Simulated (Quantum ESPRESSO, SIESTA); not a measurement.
# Birch–Murnaghan line for fcc Al, SIESTA DZP, PBEsol

Calculated with SIESTA 5.4.2: PBEsol; DZP orbitals, shift 0.01 Ry, mesh 400 Ry; k-mesh 13×13×13. The volume is changed in steps from typed lattice constants. V0 = 16.131 Å³ an atom is where a Birch–Murnaghan fit to this level's pressures, the withheld one apart, crosses zero; rows within 2.5 % of V0 are left out, since F is ill-conditioned there. The typed cell is scaled evenly, with no relaxation, and each row is a single point.

| volume (Å³/atom) | pressure (GPa) |
| --- | --- |
| 15.166 | 5.728 |
| 15.496 | ? |
| 16.815 | -3.01 |
| 17.144 | -4.224 |
| 17.474 | -5.294 |
| 17.804 | -6.269 |

**Question.** Fit the third-order Birch–Murnaghan equation to the rows given and interpolate to the withheld row.

**Working.**

Take the Eulerian strain f = ½[(V0/V)^(2/3) − 1] and the normalised pressure F = P / [3f(1 + 2f)^(5/2)]. The third-order Birch–Murnaghan equation is then the line F = B0 + (3/2)B0(B′ − 4) f, so u = f and v = F.

```
     u = f  v = F (GPa)
 0.0209909      82.0729
-0.0136530      78.7550
-0.0198952      78.3322
-0.0259589      77.6714
-0.0318348      77.3753
```

With n = 5: mean u = -0.0140702, mean v = 78.8413, Σ(u − ū)² = 0.0017203, Σ(u − ū)(v − v̄) = 0.15618. Slope b = 0.15618 / 0.0017203 = 90.788; intercept a = v̄ − b ū = 80.119.

So B0 = 80.12 GPa and B′ = 4 + 2b/(3a) = 4.76. At the withheld volume f = 0.01357, F = 81.35 GPa, and P = 3f(1 + 2f)^(5/2) F.

Prediction at 15.496: 3.540 GPa. The run gave 3.527 GPa, so the fit is high by 0.013 GPa (0.38 % of the value).

A fit to this level's energies over the whole scan gives V0 = 16.128 Å³, B0 = 80.02 GPa and B′ = 4.71. Among the rows given, the largest miss of the fit is at 17.804, by 0.012 GPa (0.099 % of the range of the table).

Limits: The nuclei are static. The DFT runs use Fermi–Dirac occupations of width 0.1 eV, and energies are free energies.

[Logs are printed without paths, hosts, clocks, repeated set-up lines and the standing remarks that a program may print on its own settings, such as how far it seeks lower states.]

[Hosts, paths, dates, database ids (printed as entryN), source tags and the programs' standing remarks are cut or masked in the printed files.]
